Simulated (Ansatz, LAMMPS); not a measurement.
# Li+ triflate in diglyme and sulfolane, from a frame at 350 K (181 atoms): geometry optimisation

Aim: bring Li+ triflate in diglyme and sulfolane, from a frame at 350 K (181 atoms) to a nearby minimum of the energy and see what moves.

Main program and level: Ansatz 0.2.0; Kohn-Sham DFT, PBE+D4, PAW (set soft_2), plane waves.

## (1) The structure

The cell holds 181 atoms: 42 C, 31 O, 86 H, 6 S, 12 F and 4 Li. Cell: a = 12.722 Å, b = 12.722 Å, c = 12.722 Å, α = 90.0°, β = 90.0°, γ = 90.0°. 5 diglyme, 2 sulfolane, 4 Li+, 4 triflate placed at random, at 1.24 g/cm³; overlaps pushed apart, then 10 ps at 550 K with Joung-Cheatham ions (J. Phys. Chem. B 112, 9020 (2008)); MMFF94 bonds, angles, torsions, charges and radii (Halgren, J. Comput. Chem. 17, 490 (1996)) in harmonic and 12-6 forms; charges of ions scaled by 0.8. Snapshot after 30 ps at 350 K and fixed volume.

Limits known from the start: The network of contacts between molecules at the start is that of the classical potential that made the cell. The density was typed from a rule of thumb and may lie off the real one at this temperature. The Brillouin zone is sampled at Γ only, in a cell whose shortest periodic width is 13 Å.

## (2) Making the structure

A classical potential makes the cell, at a small fraction of what the same run would cost in DFT.

This step: classical MD, Joung-Cheatham ions (J. Phys. Chem. B 112, 9020 (2008)); MMFF94 bonds, angles, torsions, charges and radii (Halgren, J. Comput. Chem. 17, 490 (1996)) in harmonic and 12-6 forms; charges of ions scaled by 0.8 (LAMMPS 22 Jul 2025 - Update 4).

File in.lmp:

```
# Li+ triflate in diglyme and sulfolane
units real
atom_style full
boundary p p p
bond_style harmonic
angle_style harmonic
dihedral_style opls
improper_style harmonic
special_bonds lj 0 0 0.5 coul 0 0 0.75
read_data data.lmp
neigh_modify delay 0 every 1 check yes one 4000
comm_modify cutoff 12.0
timestep 0.5
thermo_style custom step time temp pe press density
thermo_modify norm yes
# push overlapping molecules apart
pair_style soft 2.6
pair_coeff * * 0.0
variable a equal ramp(1,60)
fix ad all adapt 1 pair soft a * * v_a
velocity all create 550 217751 mom yes dist gaussian
fix lim all nve/limit 0.03
fix lan all langevin 550 550 50 217752 zero yes
thermo 1000
run 3000 post no
unfix ad
pair_style lj/cut/coul/long 9.0
pair_modify mix arithmetic tail yes
pair_coeff 1 1 0.0678 3.3680   # C
pair_coeff 2 2 0.0763 3.0430   # O
pair_coeff 3 3 0.0216 2.5400   # H
pair_coeff 4 4 0.0763 3.0960   # O
pair_coeff 5 5 0.2681 3.4180   # S
pair_coeff 6 6 0.0801 2.5590   # F
# [... 19 lines left out ...]
compute msd all msd com yes
thermo 7500
fix md all nvt temp 350 350 100
run 30000 post no
print "== T350: mean square displacement over the hold $(c_msd[4]:%.2f) A^2"
unfix md
uncompute msd
write_dump all custom T350.dump id type xs ys zs modify sort id
```

Run with:

```sh
$ lmp -in in.lmp -log none -nocite
```

Numbers of over 12 decimals in the logs are rounded to 6 here.

Output:

```text
LAMMPS (22 Jul 2025 - Update 4)
Reading data file ...
  orthogonal box = (0 0 0) to (12.72232 12.72232 12.72232)
  181 atoms
  orthogonal box = (0 0 0) to (12.72232 12.72232 12.72232)
  168 bonds
  303 angles
  298 dihedrals
   Step          Time           Temp          PotEng         Press         Density
         0   0              550            0.87876221    -10725.589      1.2380001
      1000   500            509.37709      2.1666177      11553.543      1.2380001
      2000   1000           509.57212      2.2534249      23916.013      1.2380001
      3000   1500           507.3573       2.1459135      14828.797      1.2380001
Loop time of 2.22416 s on 1 MPI rank(s) for 3000 steps with 181 atoms
PPPM initialization ...
WARNING: System is not charge neutral, net charge = -0.00032
  G vector (1/distance) = 0.30156389
  grid = 8 8 8
  estimated relative force accuracy = 2.6954651e-05
   Step          Time           Temp          PotEng         Press         Density
[... 16 lines left out ...]
   Step          Time           Temp          PotEng         Press         Density
      2000   1000           496.00348      2.0272678     -10770.767      1.2380001
[... 5 lines left out ...]
WARNING: Bond/angle/dihedral extent > half of periodic box length
Loop time of 28.8065 s on 1 MPI rank(s) for 10000 steps with 181 atoms
WARNING: Bond/angle/dihedral extent > half of periodic box length
   Step          Time           Temp          PotEng         Press         Density
[... 4 lines left out ...]
Loop time of 10.8818 s on 1 MPI rank(s) for 5000 steps with 181 atoms
   Step          Time           Temp          PotEng         Press         Density
[... 2 lines left out ...]
     30000   29000          321.20682      1.4670436     -935.63463      1.2380001
     37500   36500          323.98182      1.5205747      5858.7226      1.2380001
     45000   44000          340.60208      1.526203      -5639.2038      1.2380001
     47000   46000          327.48942      1.3863072     -2275.6485      1.2380001
Loop time of 98.0247 s on 1 MPI rank(s) for 30000 steps with 181 atoms
== T350: mean square displacement over the hold 3.66 A^2
```

Elapsed: 2.5 min, on 1 thread of Intel Xeon at 2.80GHz (Skylake/Cascade Lake), shared host; peak memory 0.6 GiB.

The input also reads data.lmp (atoms, bonds and types; not printed here).

## (3) Single point at the start

A single point comes first, to see the forces before anything moves.

File input.yaml:

```yaml
crystal:
  lattice:
    - [12.72232, 0.0, 0.0]
    - [0.0, 12.72232, 0.0]
    - [0.0, 0.0, 12.72232]
  atoms:
    - { symbol: C, position: [0.86578, 0.24531, 0.68747] }
    - { symbol: O, position: [0.77366, 0.18248, 0.66327] }
    - { symbol: C, position: [0.77884, 0.07759, 0.69741] }
    - { symbol: C, position: [0.66467, 0.03437, 0.67734] }
    - { symbol: O, position: [0.65735, 0.98944, 0.57058] }
    - { symbol: C, position: [0.66078, 0.07293, 0.49459] }
    - { symbol: C, position: [0.5672, 0.14505, 0.5043] }
    - { symbol: O, position: [0.56013, 0.20193, 0.41046] }
    - { symbol: C, position: [0.62601, 0.28891, 0.40844] }
    - { symbol: H, position: [0.87548, 0.25724, 0.7715] }
    - { symbol: H, position: [0.93071, 0.19894, 0.65237] }
    - { symbol: H, position: [0.85044, 0.32722, 0.6559] }
    - { symbol: H, position: [0.83603, 0.02766, 0.66024] }
    - { symbol: H, position: [0.8049, 0.0797, 0.78025] }
    - { symbol: H, position: [0.65432, 0.97258, 0.73679] }
    - { symbol: H, position: [0.60987, 0.09433, 0.68904] }
    - { symbol: H, position: [0.73492, 0.11624, 0.501] }
    - { symbol: H, position: [0.66292, 0.03315, 0.41365] }
    - { symbol: H, position: [0.576, 0.19853, 0.57512] }
    - { symbol: H, position: [0.50051, 0.09378, 0.51468] }
    - { symbol: H, position: [0.58284, 0.34734, 0.36563] }
    - { symbol: H, position: [0.64411, 0.31425, 0.48452] }
    - { symbol: H, position: [0.69282, 0.25691, 0.37164] }
    - { symbol: C, position: [0.9218, 0.29761, 0.43436] }
    - { symbol: O, position: [0.93874, 0.40355, 0.39664] }
    - { symbol: C, position: [0.03743, 0.42, 0.34617] }
    - { symbol: C, position: [0.04484, 0.52827, 0.31315] }
    - { symbol: O, position: [0.15266, 0.55325, 0.2906] }
    - { symbol: C, position: [0.17051, 0.54901, 0.17977] }
    - { symbol: C, position: [0.28919, 0.52562, 0.16169] }
    - { symbol: O, position: [0.34682, 0.60151, 0.21482] }
    - { symbol: C, position: [0.45594, 0.5688, 0.2278] }
    [... 143 atom lines left out ...]
    - { symbol: F, position: [0.42729, 0.66358, 0.89265] }
    - { symbol: F, position: [0.59741, 0.70808, 0.90223] }
    - { symbol: Li, position: [0.97684, 0.79499, 0.98832] }
    - { symbol: Li, position: [0.56682, 0.02291, 0.94723] }
    - { symbol: Li, position: [0.56698, 0.8566, 0.54894] }
    - { symbol: Li, position: [0.25331, 0.68896, 0.31941] }
kpoints:
  mp_grid: { grid: [1, 1, 1] }
hamiltonian:
  xc: pbe
  dispersion: d4
scf:
  occupations: { method: gaussian, width: 0.05 }
output:
  forces: true
  stress: true
  populations: intrinsic
  dos:
    method: { smearing: { sigma: 0.15 } }
    de: 0.1
    projected: { site_lists: { C: [C], F: [F], H: [H], Li: [Li], O: [O] } }
  eigenvalues: true
```

Run with:

```sh
$ ansatz run input.yaml --threads 4 --pin off --max-ram 8192MiB --backend cpu --events-out ev --progress --plain --runs-dir out
```

Output:

```text
Engine: ansatz 0.2.0, aarch64-unknown-linux-gnu
Pseudopotentials: kind: paw
Pseudopotential: C, paw, valence charge 4, recommended cutoff 420 eV (normal), C.paw.azcp
Pseudopotential: O, paw, valence charge 6, recommended cutoff 420 eV (normal), O.paw.azcp
Pseudopotential: H, paw, valence charge 1, recommended cutoff 420 eV (normal), H.paw.azcp
Pseudopotential: S, paw, valence charge 6, recommended cutoff 420 eV (normal), S.paw.azcp
Pseudopotential: F, paw, valence charge 7, recommended cutoff 420 eV (normal), F.paw.azcp
Pseudopotential: Li, paw, valence charge 3, recommended cutoff 420 eV (normal), Li.paw.azcp
[... 5 lines on functional and potentials left out ...]
Crystal: 181 atoms, lattice volume = 2059.202 Å³
Basis set: ecut = 420 eV, 40243 PW (Γ), exchange–correlation on 180×180×180 points (8 copies of the dense FFT grid, shifted against one another)
Bands: 467, of which v1, the nominal top of the filled ones, is band 286 counted from 1 (285 counted from 0)
Symmetry: 1 space group operations
Space group: P1 (ITA 1), of the structure as read, at distance tolerance 1.3e-4 Å
k-points: 1
[... 13 lines on functional and potentials left out ...]
Initial density: superposition of atomic densities (neutral atoms: chi_scale 0, normalization atom), corrected by the library's trained network
Initial wavefunctions: pseudopotential atomic-orbital guess
Functional: x = pbe(κ = 0.804, μ = 0.219515), c = pbe(β = 0.066725)
SCF iter   1: F=—  HF=-45420.998773 eV  |F-HF|=—  |Δ(HF+E_count)|=         —  Δρ=5.40e-3  dr2=8.31e-1  ethr=1.77e-3  ⟨swp⟩=5.0  Hψ=2039  notcnv=0  defer=145
preconditioner: auto → Resta (q_TF=auto, 2.204 Å⁻¹)  ε∞=2.4  [insulator: Δε(μ)=4.355 eV  Ē_g=15.668 eV  σ=0.050 eV  W_gap=1.00  n_scr=364 (ndim 8)  ℏωp=18.8 eV  f_vac=0.293  D(μ)=0.00/eV (n_scr^D=0)  ε∞_Penn≈2.4]
SCF iter   2: F=—  HF=-45420.800924 eV  |F-HF|=—  |Δ(HF+E_count)|=   1.98e-1  Δρ=2.96e-3  dr2=1.99e-1  ethr=1.45e-4  ⟨swp⟩=2.0  Hψ=800  notcnv=0  defer=176
SCF iter   3: F=—  HF=-45420.787095 eV  |F-HF|=—  |Δ(HF+E_count)|=   1.38e-2  Δρ=1.44e-3  dr2=6.33e-2  ethr=3.48e-5  ⟨swp⟩=2.0  Hψ=566  notcnv=0  defer=176
SCF iter   4: F=—  HF=-45420.775705 eV  |F-HF|=—  |Δ(HF+E_count)|=   1.14e-2  Δρ=5.25e-4  dr2=7.88e-3  ethr=1.11e-5  ⟨swp⟩=2.0  Hψ=566  notcnv=0  defer=176
SCF iter   5: F=—  HF=-45420.774483 eV  |F-HF|=—  |Δ(HF+E_count)|=   1.22e-3  Δρ=3.38e-4  dr2=2.28e-3  ethr=1.38e-6  ⟨swp⟩=2.0  Hψ=807  notcnv=0  defer=176
SCF iter   6: F=—  HF=-45420.774109 eV  |F-HF|=—  |Δ(HF+E_count)|=   3.73e-4  Δρ=1.27e-4  dr2=3.10e-4  ethr=3.99e-7  ⟨swp⟩=2.0  Hψ=560  notcnv=0  defer=176
SCF iter   7: F=—  HF=-45420.774090 eV  |F-HF|=—  |Δ(HF+E_count)|=   1.90e-5  Δρ=3.59e-5  dr2=2.67e-5  ethr=5.42e-8  ⟨swp⟩=2.0  Hψ=560  notcnv=0  defer=176
SCF iter   8: F=—  HF=-45420.774232 eV  |F-HF|=—  |Δ(HF+E_count)|=   1.41e-4  Δρ=2.11e-5  dr2=8.03e-6  ethr=4.67e-9  ⟨swp⟩=2.0  Hψ=576  notcnv=0  defer=176
SCF iter   9: F=—  HF=-45420.774231 eV  |F-HF|=—  |Δ(HF+E_count)|=   5.47e-7  Δρ=6.20e-6  dr2=7.51e-7  ethr=1.40e-9  ⟨swp⟩=2.0  Hψ=561  notcnv=0  defer=176
SCF iter  10: F=—  HF=-45420.774231 eV  |F-HF|=—  |Δ(HF+E_count)|=   1.98e-7  Δρ=3.05e-6  dr2=1.79e-7  ethr=1.31e-10  ⟨swp⟩=2.0  Hψ=559  notcnv=0  defer=176
SCF iter  11: F=-45420.774231 eV  HF=-45420.774231 eV  |F-HF|=3.13e-9  |Δ(HF+E_count)|=  9.24e-10  Δρ=1.03e-6  dr2=2.11e-8  ethr=1.75e-11  ⟨swp⟩=16.0  Hψ=2983  notcnv=0
SCF 1 converged in 11 iterations: F = -45420.774231 eV  dr2 = 2.11e-8
  greatest PAW one-centre occupation: 1.000 electrons in one spin orbital (limit 2), on the Li atom at site 178 (counted from 0), in its partial waves of l = 0
SCF converged after 11 iterations
Free energy (F): -45420.774231 eV
Harris-Foulkes:  -45420.774231 eV  (|F-HF|=3.13e-9)
Internal energy: -45420.774231 eV  (E = F + TS)
E sigma→0 (E₀):  -45420.774231 eV
Fermi energy:    1.904619 eV
--- Per-component energies (eV) ---
  E_band       = -5195.890505
  E_kinetic    = 13740.766940
  E_local      = -54012.334614  (includes V_loc(G=0)·N_el)
  E_nonlocal   = 3677.277964
  E_hartree    = 20977.394855
  E_xc         = -6659.727253
  E_vxc        = -8219.127336  (∫ρ·V_xc dr)
  E_paw        = -15221.143573  (= ΣΔE_a)
  E_vpaw       = -2337.244730  (= ΣTr[D̂ρ^β])
  E_aug_tail   = -0.019530  (compensation charges beyond the density's cutoff)
  E_ewald      = -7914.006543
  E_disp       = -8.982477  (pairwise vdW)
  E_smearing   = -0.000000  (= −TS)
  E_closure    = -0.000000  (closes the sum)
  Σ components = -45420.774231   (vs F -45420.774231, Δ=0.00e0)
--- Forces (eV/Å), atoms counted from 1 ---
  atom   1  C     -1.01662871    -0.16151308    -0.86484517
  atom   2  O      0.47333558     1.35597737    -0.15968740
  atom   3  C     -1.77419224     0.67553196     0.67404465
  atom   4  C      3.22602785    -2.03438744     0.02221803
  atom   5  O     -0.03621238     0.34853826     1.35312889
  atom   6  C      0.59650613    -1.12573407    -1.27204651
  atom   7  C      0.84453648     0.09265609     0.50942153
  atom   8  O     -2.22927285    -0.71419532     0.32262686
  atom   9  C     -0.81045638    -0.64234949    -0.81183758
  atom  10  H      0.15433035    -0.37655629     0.58073723
  atom  11  H      0.35099218     0.93731790     0.25546834
  atom  12  H      0.47176970    -1.21589968    -0.05818332
  atom  13  H      0.67784524    -0.37392544    -0.95547776
  atom  14  H     -0.50220172    -0.36690560     0.37139337
[...]
atom 180  Li     0.39508181     0.19426997     0.37443660
  atom 181  Li     0.22432512    -0.00014836     0.12994636
  max |Σ_I F_I| component: 7.91e-5 eV/Å
--- Stress (GPa, compression-positive) ---
        1.414469       0.437731       0.203524
        0.437731       0.866716       0.310599
        0.203524       0.310599       1.165008
  P = ⅓ Tr σ = 1.1487 GPa (11.487 kbar)
--- Band table (eV) ---
  k-point 0: bands = ["-44.7865", "-43.9827", "-43.8670", "-43.8321", [... 451 levels ...], "10.7414", "10.7952", "10.8265", "10.8693", "10.9258", "10.9353", "10.9915", "11.0216", "11.0627", "11.0945", "11.1198", "11.1309"]
--- intrinsic populations: 181 sites ---
  site symbol       q [e]
     0      C      4.2930
     1      O      6.3998
     2      C      4.1404
[...]
180     Li      2.2573
  spilling = 0.000000 (of n_electrons = 572.000000)
```

Run time: 50 s. Hardware: 4 threads of Arm Neoverse V1, shared host; peak memory 2.9 GiB.

Read from the output:

```
free energy                                      : -45420.7742 eV
free energy per atom                             : -250.9435 eV/atom
SCF cycles                                       : 11
pressure                                         : 1.149 GPa
r.m.s. force component                           : 0.9458 eV/Å
longest force                                    : 4.919 eV/Å
Fermi energy                                     : 1.905 eV
gap (highest filled to lowest empty level) : 4.222 eV
```

The r.m.s. force component of 0.95 eV/Å and the pressure of 1.1 GPa set the starting point.

Neighbours are counted within 1.34 Å (H-C), 1.85 Å (C-C), 1.73 Å (C-O), 1.62 Å (C-F), 2.21 Å (C-S), 1.88 Å (O-S), 2.58 Å (O-Li).

Length of the force by element and coordination:

| element | coordination | atoms | mean length of the force (eV/Å) | spread | least | most |
| --- | --- | --- | --- | --- | --- | --- |
| C | all | 42 | 1.94 | 0.803 | 0.546 | 3.81 |
| F | all | 12 | 1.26 | 0.426 | 0.395 | 2.06 |
| H | all | 86 | 1.07 | 0.553 | 0.177 | 2.73 |
| Li | all | 4 | 0.480 | 0.141 | 0.259 | 0.623 |
| Li | 3 | 1 | 0.458 | 0 | 0.458 | 0.458 |
| Li | 4 | 2 | 0.601 | 0.0227 | 0.578 | 0.623 |
| Li | 5 | 1 | 0.259 | 0 | 0.259 | 0.259 |
| O | all | 31 | 1.32 | 0.517 | 0.412 | 2.64 |
| O | 1 | 6 | 1.22 | 0.396 | 0.617 | 1.87 |
| O | 2 | 19 | 1.36 | 0.548 | 0.412 | 2.64 |
| O | 3 | 6 | 1.30 | 0.507 | 0.666 | 2.09 |
| S | all | 6 | 3.75 | 1.11 | 1.90 | 4.92 |

(Continued in part 2 of 3.)

[Logs are printed without paths, hosts, clocks, repeated set-up lines and the standing remarks that a program may print on its own settings, such as how far it seeks lower states.]

[Hosts, paths, dates, database ids (printed as entryN), source tags and the programs' standing remarks are cut or masked in the printed files.]

[The MMFF94 radii named for the starting cell were scaled by 0.96; in molecules described by MMFF94, hydrogen bound to N, O or S took a small fixed 12-6 site in their place.]
